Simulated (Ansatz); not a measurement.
## How fast states decay through KLiC2N2O2

Aim: relax a made-up compound, KLiC2N2O2, and see how good a tunnel barrier it would be. It is built by putting Li for part of the K in the KCNO structure of space group Ima2, with the volume rescaled by atomic radii. The parent structure comes from the Materials Project.

Program: Ansatz 0.2.0. Level of theory: r2SCAN DFT, plane waves, PAW files, in the first sound run; inputs show where later runs differ. Results are calculated unless marked as measured.

Report form: the programs' logs are mostly left out.

The structure was built from a prototype and need not be the compound's stable phase.

## 1. The structure

Symmetry: C2, No. 5, monoclinic system. The conventional cell has a = 8.824 Å, b = 5.776 Å, c = 5.748 Å, α = 90.00°, β = 130.65°, γ = 90.00°. Nearest to Li lie 4 N at 2.77 to 2.79 Å and 4 O at 2.78 to 2.80 Å. Nearest to K lie 4 N at 2.77 to 2.79 Å and 4 O at 2.78 to 2.80 Å. Nearest to C lie 1 N at 1.12 Å and 1 O at 1.15 Å. Nearest to N lie 1 C at 1.12 Å and 2 K at 2.77 to 2.79 Å and 2 Li at 2.77 to 2.79 Å. O has 1 C at 1.15 Å and 2 K at 2.78 to 2.80 Å and 2 Li at 2.78 to 2.80 Å nearest. It derives from KCNO. Li for part of the K in the KCNO structure of space group Ima2. Farther neighbours and most contacts between anions are not listed.

## 2. Cell and atoms at rest

The substituted atoms don't fit the parent's cell, so cell and atoms relax together. A small smearing keeps the run stable in case the gap closes on the way.

Contents of input.yaml:

```yaml
crystal:
  lattice:
    - [-3.3471430401, 2.8741284486, 2.8881813503]
    - [3.3471430401, -2.8741284486, 2.8881813503]
    - [3.3471430401, 2.8741284486, -2.8881813503]
  atoms:
    - { symbol: Li, position: [0.252622, 0.252622, 0.0] }
    - { symbol: K, position: [0.252622, 0.752622, 0.5] }
    - { symbol: C, position: [0.745627, 0.498533, 0.747094] }
    - { symbol: C, position: [0.751439, 0.998533, 0.252906] }
    - { symbol: "N", position: [0.470837, 0.3599125, 0.6109245] }
    - { symbol: "N", position: [0.748988, 0.8599125, 0.3890755] }
    - { symbol: O, position: [0.028441, 0.638933, 0.889508] }
    - { symbol: O, position: [0.749425, 0.138933, 0.110492] }
kpoints:
  mp_grid: { grid: [6, 6, 6] }
scf:
  occupations: { method: gaussian, width: 0.03 }
hamiltonian:
  xc: r2scan
output:
  forces: true
  stress: true
relax:
  f_tol: 0.02
  max_steps: 60
  cell: {}
```

On the command line:

```
ansatz run input.yaml --threads 2 --pin off --max-ram 4096MiB --backend cpu --events-out ev --progress --plain --runs-dir out
```

The job ended after 3.3 min (2 threads of AMD EPYC 9R45, shared host; peak memory 0.9 GiB).

The steps of the relaxation (22 of 33):

| step | energy less that of the first step (eV) | largest force component (eV/Å) | pressure (GPa) | volume (Å³) |
| --- | --- | --- | --- | --- |
| 1 | 0.0000 | 6.1405 | 15.51 | 111.14 |
| 3 | -1.0372 | 0.8402 | -2.40 | 110.66 |
| 4 | -1.1628 | 0.8753 | -2.41 | 111.03 |
| 6 | -1.3951 | 0.5714 | -0.29 | 113.07 |
| 7 | -1.3047 | 2.5541 | 7.01 | 116.97 |
| 9 | -1.5487 | 0.2037 | 0.41 | 117.77 |
| 10 | -1.6334 | 0.2145 | 0.64 | 118.58 |
| 12 | -1.6879 | 0.1701 | -0.13 | 126.17 |
| 13 | -1.6929 | 0.0562 | -0.18 | 125.90 |
| 15 | -1.6959 | 0.0244 | 0.01 | 125.95 |
| 16 | -1.6964 | 0.0183 | 0.00 | 126.16 |
| 18 | -1.7125 | 0.0316 | 0.05 | 127.39 |
| 19 | -1.7135 | 0.0168 | -0.02 | 128.96 |
| 21 | -1.7159 | 0.0718 | 0.03 | 132.03 |
| 22 | -1.7195 | 0.1162 | 0.08 | 134.08 |
| 24 | -1.7223 | 0.1625 | -0.50 | 138.95 |
| 25 | -1.7289 | 0.0889 | -0.01 | 136.03 |
| 27 | -1.7321 | 0.0574 | 0.09 | 136.48 |
| 28 | -1.7324 | 0.0169 | -0.02 | 136.33 |
| 30 | -1.7397 | 0.0192 | 0.01 | 137.32 |
| 31 | -1.7398 | 0.0126 | 0.01 | 137.79 |
| 33* | -1.7402 | 0.0181 | 0.01 | 137.96 |

Relaxation steps marked * repeat the geometry before them on a plane-wave basis chosen anew for their cell, so energy and pressure can jump there. Other such steps can lie between the rows shown. Relaxation steps 7, 24 were tried and not accepted.

The run keeps the 2 symmetry operations that it works with, so distortions that break them were not tested.

| cell as run | before | after | change |
| --- | --- | --- | --- |
| a (Å) | 5.273 | 5.291 | +0.3 % |
| b (Å) | 5.273 | 5.291 | +0.3 % |
| c (Å) | 5.273 | 6.205 | +17.7 % |
| α (°) | 101.20 | 109.59 | +8.3 % |
| β (°) | 113.94 | 119.95 | +5.3 % |
| γ (°) | 113.58 | 91.23 | -19.7 % |
| volume (Å³/atom) | 13.89 | 17.25 | +24.1 % |

The atoms that moved most (Å, as changes of fractional coordinates times the final cell):

| atom | dx | dy | dz | length |
| --- | --- | --- | --- | --- |
| Li1 | 0.000 | 0.000 | 1.417 | 1.417 |
| O7 | -0.392 | 0.544 | -0.604 | 0.902 |
| O8 | 0.392 | -0.544 | -0.604 | 0.902 |
| C3 | -0.075 | 0.428 | -0.301 | 0.529 |
| C4 | 0.075 | -0.428 | -0.301 | 0.529 |
| N5 | 0.270 | 0.303 | -0.004 | 0.406 |
| N6 | -0.270 | -0.303 | -0.004 | 0.406 |
| K2 | 0.000 | 0.000 | 0.401 | 0.401 |

This step gave:

* free energy: -4160.9374 eV
* Fermi energy: 2.380 eV
* pressure: 0.01048 GPa

The largest force component on a free atom ends at 0.018 eV/Å.

## 3. Band edges

The energy window and the wavevectors of the next steps follow from the band edges, so these are searched first, off the mesh as well.

Contents of input.yaml:

```yaml
crystal:
  lattice:
    - [-2.9080241224, 2.4166828006, 3.7010670552]
    - [2.9080241224, -2.4166828006, 3.7010670552]
    - [3.6976761835, 3.3362931964, -3.7010670552]
  atoms:
    - { symbol: Li, position: [0.4439888492, 0.4439888492, 0.0] }
    - { symbol: K, position: [0.3068602327, 0.8068602327, 0.5] }
    - { symbol: C, position: [0.78263215, 0.4372197739, 0.8041494043] }
    - { symbol: C, position: [0.6330703696, 0.9784827457, 0.1958505957] }
    - { symbol: "N", position: [0.5173376005, 0.3946009537, 0.6931571006] }
    - { symbol: "N", position: [0.7014438531, 0.8241804998, 0.3068428994] }
    - { symbol: O, position: [0.0528860156, 0.4853037397, 0.9235218104] }
    - { symbol: O, position: [0.5617819293, 0.1293642052, 0.0764781896] }
kpoints:
  mp_grid: { grid: [6, 6, 6] }
  band_path: { path: [VBM, CBM], npoints: 30 }
scf:
  occupations: { method: fixed }
hamiltonian:
  xc: r2scan
output:
  eigenvalues: true
  write_potential: true
  write_density: true
  volumetric_format: npy
  elf: true
```

Elapsed: 15 s, on 2 threads; peak memory 0.86 GiB; 30 s of CPU time.

Numbers from this step:

| Quantity | Value |
| --- | --- |
| Fermi energy | -0.2770 eV |
| gap on the k-mesh | 5.313 eV |
| gap on path | 5.313 eV, by band count; negative where bands overlap |
| direct gap on path | 5.313 eV |
| edge places on path | 0, 0 1/A along the path |

Levels at VBM (eV): -7.00, -6.88, -4.90, -4.54, -4.35, -4.15, -3.20, -3.06, -0.71, -0.54, -0.48, 0.00, 5.31, 7.57, 7.81.

ELF in the ac plane of the cell as run, not the conventional one, at fractional y = 0.437, with atoms of Li and C within 0.2 Å of it. It is the smooth field of the valence electrons, not physical close to the nuclei.

Values in units of 1e-1, 17 rows by 15 columns, each cell a mean:
```
7.1 7.5 8.5 7.2 1.1 6.3 9.6 6.2 1.0 2.2 4.4 5.2 5.0 5.6 7.1
5.1 7.2 8.5 5.8 0.4 2.6 2.7 1.6 4.4 6.3 7.1 6.6 4.9 7.0 7.4
7.2 8.3 7.7 3.3 0.1 0.6 3.4 6.8 7.7 7.6 8.1 4.2 2.3 7.2 7.5
7.6 7.3 4.5 0.8 0.8 5.3 8.2 8.2 6.3 7.1 7.8 2.6 2.9 7.0 7.2
5.2 3.6 1.0 0.5 4.3 8.4 8.8 6.3 3.3 7.0 8.0 5.4 5.1 5.3 5.0
1.8 0.6 0.2 2.3 7.1 8.9 8.7 6.5 5.8 7.7 7.7 6.0 3.9 2.4 2.1
0.2 0.1 0.7 4.3 7.7 8.8 8.8 8.2 7.5 6.8 5.7 3.4 1.4 0.6 0.4
0.0 0.1 1.0 3.9 6.9 8.2 8.2 7.6 6.1 4.5 2.4 0.8 0.2 0.1 0.0
0.0 0.1 0.5 1.7 3.6 5.4 5.8 4.9 3.1 1.3 0.3 0.1 0.0 0.0 0.0
0.0 0.0 0.1 0.3 0.8 1.5 1.7 1.2 0.4 0.1 0.0 0.0 0.0 0.0 0.0
0.0 0.0 0.1 0.1 0.1 0.2 0.2 0.1 0.1 0.1 0.1 0.1 0.1 0.1 0.0
0.0 0.0 0.0 0.0 0.0 0.0 0.0 0.1 0.1 0.2 0.3 0.3 0.2 0.1 0.0
0.0 0.0 0.1 0.1 0.1 0.0 0.1 0.1 0.2 0.3 0.4 0.3 0.2 0.1 0.0
0.1 0.4 0.8 1.0 0.6 0.1 0.1 0.1 0.2 0.3 0.3 0.2 0.1 0.0 0.0
1.4 3.3 4.6 4.4 2.2 0.2 0.2 0.7 0.5 0.2 0.2 0.1 0.1 0.1 0.3
4.7 6.9 7.6 6.9 3.3 0.3 4.3 7.3 4.2 0.2 0.1 0.2 0.3 0.6 1.7
7.3 8.4 8.6 7.7 2.4 3.2 9.4 9.6 4.9 0.2 0.7 1.5 2.0 2.6 4.6
```
Columns run along a (5.3 Å), rows up along c (6.2 Å). Atoms in or near the plane, at fractional coordinates: Li at (0.44, 0.00), C at (0.78, 0.80).

Valence density in the ac plane of the cell as run, not the conventional one, at fractional y = 0.437, with atoms of Li and C within 0.2 Å of it. It is the smooth field of the valence electrons, not physical close to the nuclei.

Ten steps, logarithmic in the rise over the least value, from '_' (0.0 e/Å³) to '@' (6.0 e/Å³), each cell a mean:
```
%%@@%%++--##@@%%--::::--==++**
@@@@##==::==++----==++++**##%%
%%##++::....--==++**######%%%%
**==::....::==##%%%%%%######**
--..____..==**%%%%%%##**++====
..____..::++##%%%%##++==--::..
______..::==******==--::..____
______..::--====--::..________
________..::::....____________
______________________________
______________________________
______________________________
______________________________
________________....__________
....::....__..::::..__________
::====--::::**##**..______....
++##**++::**@@@@**........::--
```
Columns run along a (5.3 Å), rows up along c (6.2 Å). Atoms in or near the plane, at fractional coordinates: Li at (0.44, 0.00), C at (0.78, 0.80).

Electrostatic potential energy in the ac plane of the cell as run, not the conventional one, at fractional y = 0.437, with atoms of Li and C within 0.2 Å of it. With pseudopotentials it is smooth inside the atoms' cores, unlike the true potential.

Values in eV, 17 rows by 15 columns, each cell a mean:
```
-34 -38 -23  -1  -3 -21 -29 -21  -5   3   4   2  -3  -5 -11
-47 -39 -14   2  -2 -12 -12  -4   2   3   0 -16 -34 -32 -36
-34 -17   1   4   2   0   1   1  -5 -10 -20 -46 -51 -44 -37
 -4   4   6   5   4   4   1 -18 -38 -38 -43 -51 -48 -24 -10
  6   6   6   6   6   5 -12 -44 -51 -41 -33 -37 -22  -3   3
  6   7   7   7   7   3 -22 -45 -40 -15  -6  -5   0   4   6
  6   6   7   7   7   4 -10 -16  -6   3   3   4   5   6   6
  6   6   6   7   7   6   4   4   6   6   6   6   6   6   6
  6   6   6   6   6   6   6   7   7   6   6   6   6   6   6
  6   6   6   6   6   6   6   6   6   6   6   7   6   6   6
  6   5   5   5   5   6   6   6   6   6   6   7   6   6   6
  5   5   5   5   5   6   6   6   6   6   6   6   6   6   6
  5   5   5   5   5   5   5   5   5   5   6   6   6   6   6
  6   6   6   6   6   5   4   3   3   3   5   5   6   6   6
  6   6   6   6   5   3   0  -4  -4   1   4   5   6   6   6
  5   5   5   5   4  -1 -14 -21 -15  -2   3   5   5   5   5
 -3 -13  -9   2   1 -14 -31 -31 -16   0   4   5   4   3   3
```
Columns run along a (5.3 Å; values clipped at the 3rd and 97th percentile), rows up along c (6.2 Å). Atoms in or near the plane, at fractional coordinates: Li at (0.44, 0.00), C at (0.78, 0.80).

The searched edges give 5.31 eV, as on the mesh.

## 4. Complex bands, plane (010)

This step: r2SCAN DFT, plane waves, PAW files; complex bands by layer matching along the plane's normal (Ansatz 0.2.0).

The same crystal is laid in a cell whose first two vectors span the (010) plane (indices of the standard conventional cell, whose axes can be ordered otherwise than in the bulk input). At fixed energy and wavevector in the plane the solver finds all kz, real and complex. A few wavevectors are listed, (0, 0) and (0.5, 0) in units of the plane's reciprocal vectors; the slowest state needn't be among them.

Contents of input.yaml:

```yaml
crystal:
  lattice:
    - [6.669404757, 0.0, 0.0]
    - [1.575358188, 5.589143922, 0.0]
    - [4.122381473, 2.794571961, 3.701067055]
  atoms:
    - { symbol: Li, position: [0.5560111508, 0.5560111508, 0.8879776984] }
    - { symbol: K, position: [0.1931397673, 0.6931397673, 0.6137204654] }
    - { symbol: C, position: [0.0215172543, 0.3669296304, 0.4157025196] }
    - { symbol: C, position: [0.5627802261, 0.21736785, 0.4157025196] }
    - { symbol: "N", position: [0.1758195002, 0.2985561469, 0.2187814536] }
    - { symbol: "N", position: [0.6053990463, 0.4826623996, 0.2187814536] }
    - { symbol: O, position: [0.8706357948, 0.4382180707, 0.6146679449] }
    - { symbol: O, position: [0.5146962603, 0.9471139844, 0.6146679449] }
kpoints:
  mp_grid: { grid: [6, 6, 6] }
scf:
  occupations: { method: fixed }
hamiltonian:
  xc: r2scan
output:
  eigenvalues: true
  transmission:
    leads: [[0, 0]]
    kpoints: [[0.0, 0.0], [0.5, 0.0]]
    e_range: [-1.0, 6.31]
    de: 0.12
```

Elapsed: 39 s, on 2 threads; peak memory 1.8 GiB; 77 s of CPU time.

This step gave:

```yaml
level_to_which_the_leads_are_filled: 2.657 eV from the Fermi level
decay_constant_at_the_filling_level_zone_centre: 0.7357 Å⁻¹
decay_constant_at_the_filling_level_slowest_listed_point: 0.7357 Å⁻¹
```

K parallel (0, 0); values up to 1.5 1/Å, a degenerate pair printed once or twice; energies at which all values exceed this have no row. The Im kz of the slowest decaying states by energy, zero at the highest filled level on the SCF mesh:

| energy (eV) | decay 1 (Å⁻¹) | decay 2 (Å⁻¹) | decay 3 (Å⁻¹) | decay 4 (Å⁻¹) |
| --- | --- | --- | --- | --- |
| -1.000 | 0.425 | 0.688 | 0.721 | 0.856 |
| -0.520 | 0.0726 | 0.267 | 0.345 | 0.741 |
| -0.040 | 0.244 | 0.460 | 0.813 | 1.000 |
| 0.440 | 0.591 | 0.628 | 0.643 | 0.856 |
| 1.040 | 0.762 | 0.764 | 0.780 | 0.916 |
| 1.520 | 0.798 | 0.863 | 0.873 | 0.999 |
| 2.000 | 0.808 | 0.882 | 0.944 | 0.954 |
| 2.480 | 0.759 | 0.806 | 0.992 | 0.997 |
| 2.960 | 0.672 | 0.796 | 1.01 | 1.03 |
| 3.440 | 0.593 | 0.780 | 0.999 | 1.01 |
| 4.040 | 0.490 | 0.751 | 0.925 | 1.00 |
| 4.520 | 0.389 | 0.719 | 0.868 | 0.986 |
| 5.000 | 0.247 | 0.679 | 0.808 | 0.959 |
| 5.480 | 0.627 | 0.743 | 0.897 | 0.921 |
| 5.960 | 0.559 | 0.667 | 0.792 | 0.838 |

K parallel (0.5, 0); values up to 1.5 1/Å, a degenerate pair printed once or twice; energies at which all values exceed this have no row. The Im kz of the slowest decaying states by energy, zero at the highest filled level on the SCF mesh:

| energy (eV) | decay 1 (Å⁻¹) | decay 2 (Å⁻¹) | decay 3 (Å⁻¹) | decay 4 (Å⁻¹) |
| --- | --- | --- | --- | --- |
| -1.00 | 0.538 | 0.881 | 1.19 | 1.42 |
| -0.76 | 0.550 | 0.887 | 1.19 | 1.41 |
| -0.40 | 0.0449 | 0.226 | 0.900 | 1.18 |
| -0.16 | 0.270 | 0.411 | 0.899 | 1.17 |
| -0.04 | 0.456 | 0.548 | 0.892 | 1.16 |
| 0.20 | 0.551 | 0.847 | 1.05 | 1.22 |
| 0.44 | 0.615 | 0.933 | 0.968 | 1.26 |
| 0.68 | 0.666 | 0.935 | 0.983 | 1.28 |
| 1.04 | 0.731 | 0.931 | 1.00 | 1.04 |
| 1.28 | 0.776 | 0.938 | 0.943 | 1.14 |
| 1.64 | 0.863 | 0.953 | 1.20 | 1.37 |
| 1.88 | 0.865 | 0.966 | 1.20 | 1.38 |
| 2.12 | 0.864 | 0.982 | 1.20 | 1.35 |
| 2.48 | 0.858 | 1.01 | 1.19 | 1.33 |
| 2.72 | 0.849 | 1.04 | 1.18 | 1.31 |
| 3.08 | 0.829 | 1.07 | 1.16 | 1.29 |
| 3.32 | 0.813 | 1.09 | 1.15 | 1.28 |
| 3.56 | 0.796 | 1.10 | 1.14 | 1.27 |
| 3.92 | 0.767 | 1.05 | 1.10 | 1.19 |
| 4.16 | 0.746 | 1.01 | 1.09 | 1.20 |
| 4.52 | 0.712 | 0.963 | 1.06 | 1.20 |
| 4.76 | 0.687 | 0.933 | 1.03 | 1.20 |
| 5.00 | 0.659 | 0.902 | 1.01 | 1.18 |
| 5.36 | 0.612 | 0.854 | 0.960 | 1.16 |
| 5.60 | 0.500 | 0.652 | 0.820 | 0.926 |
| 5.96 | 0.366 | 0.648 | 0.762 | 0.872 |
| 6.20 | 0.248 | 0.634 | 0.717 | 0.832 |

At the listed wavevectors the last open channel is at -0.04 eV and the next at +5.36 eV on the grid. At +2.60 eV, the grid energy nearest the filling level (the middle of the gap on the SCF mesh), the slowest state at the listed wavevectors decays with κ = 0.736 Å⁻¹, its amplitude falling by e over 1.4 Å. Through 1 nm of this crystal that state's transmission falls by exp(−2 × 0.736 Å⁻¹ × 10 Å) = 4.1e-7.

## 5. Decay over the two-dimensional zone

The listed points could miss the slowest state, so one energy near mid-gap is solved on a mesh of 10×12.

input.yaml: that of step 4 with these lines changed.

```diff
@@ -22,6 +22,2 @@
   eigenvalues: true
-  transmission:
-    leads: [[0, 0]]
-    kpoints: [[0.0, 0.0], [0.5, 0.0]]
-    e_range: [-1.0, 6.31]
-    de: 0.12
+  transmission: { leads: [[0, 0]], kmesh: [10, 12], e_range: [2.66, 2.67], de: 0.05 }
```

Elapsed: 83 s, on 2 threads; peak memory 1.6 GiB.

This step gave:

```yaml
least_decay_constant_on_the_mesh: 0.7245 Å⁻¹
```

Slowest decay constant (1/Å; 0 where a channel is open) over k1 and k2. At 2.6600 eV from the Fermi level.

Ten even steps from '_' (0.725) to '@' (0.888):
```
::==%%%%%%##**==::::
++########**==--::::
******##%%==::::--++
**++**@@##::....==##
**##@@@@--____::%%##
##%%%%++..__..++%%%%
**##%%::____--@@@@##
**##==....::##@@**++
**++--::::==%%##****
++::::--==**########
::::::==**##%%%%%%==
..::==####%%####==::
```
Columns: k1 (b1) from -0.5 to 0.4; rows upwards: k2 (b2) from -0.5 to 0.417.

The least value on the mesh is 0.725 Å⁻¹ at +2.66 eV. At that energy the listed points give about 0.725 Å⁻¹ by interpolation, so the mesh holds no clearly slower state.

## 6. Decaying states in the gap, plane (001)

The same for the (001) plane, at (0, 0) and (0.5, 0), to see how the decay depends on direction.

Contents of input.yaml:

```yaml
crystal:
  lattice:
    - [6.204962433, 0.0, 0.0]
    - [1.789819717, 5.941220765, 0.0]
    - [-1.774020119, 3.292798477, 3.742350626]
  atoms:
    - { symbol: Li, position: [0.5560111508, 0.4439888492, 0.0] }
    - { symbol: K, position: [0.1931397673, 0.3068602327, 0.5] }
    - { symbol: C, position: [0.0215172543, 0.78263215, 0.6545876239] }
    - { symbol: C, position: [0.5627802261, 0.6330703696, 0.3454123761] }
    - { symbol: "N", position: [0.1758195002, 0.5173376004, 0.8772633532] }
    - { symbol: "N", position: [0.6053990463, 0.7014438531, 0.1227366467] }
    - { symbol: O, position: [0.8706357948, 0.0528860156, 0.4324177241] }
    - { symbol: O, position: [0.5146962603, 0.5617819293, 0.5675822759] }
kpoints:
  mp_grid: { grid: [6, 6, 6] }
scf:
  occupations: { method: fixed }
hamiltonian:
  xc: r2scan
output:
  eigenvalues: true
  transmission:
    leads: [[0, 0]]
    kpoints: [[0.0, 0.0], [0.5, 0.0]]
    e_range: [-1.0, 6.31]
    de: 0.12
```

Elapsed: 41 s, on 2 threads; peak memory 1.8 GiB; 80 s of CPU time.

Numbers from this step:

```yaml
decay_constant_at_the_filling_level_zone_centre: 0.6237 Å⁻¹
decay_constant_at_the_filling_level_slowest_listed_point: 0.6237 Å⁻¹
```

(Part 1 of 2 ends here.)

[Logs are printed without paths, hosts, clocks, repeated set-up lines and the standing remarks that a program may print on its own settings, such as how far it seeks lower states.]

[Hosts, paths, dates, database ids (printed as entryN), source tags and the programs' standing remarks are cut or masked in the printed files.]
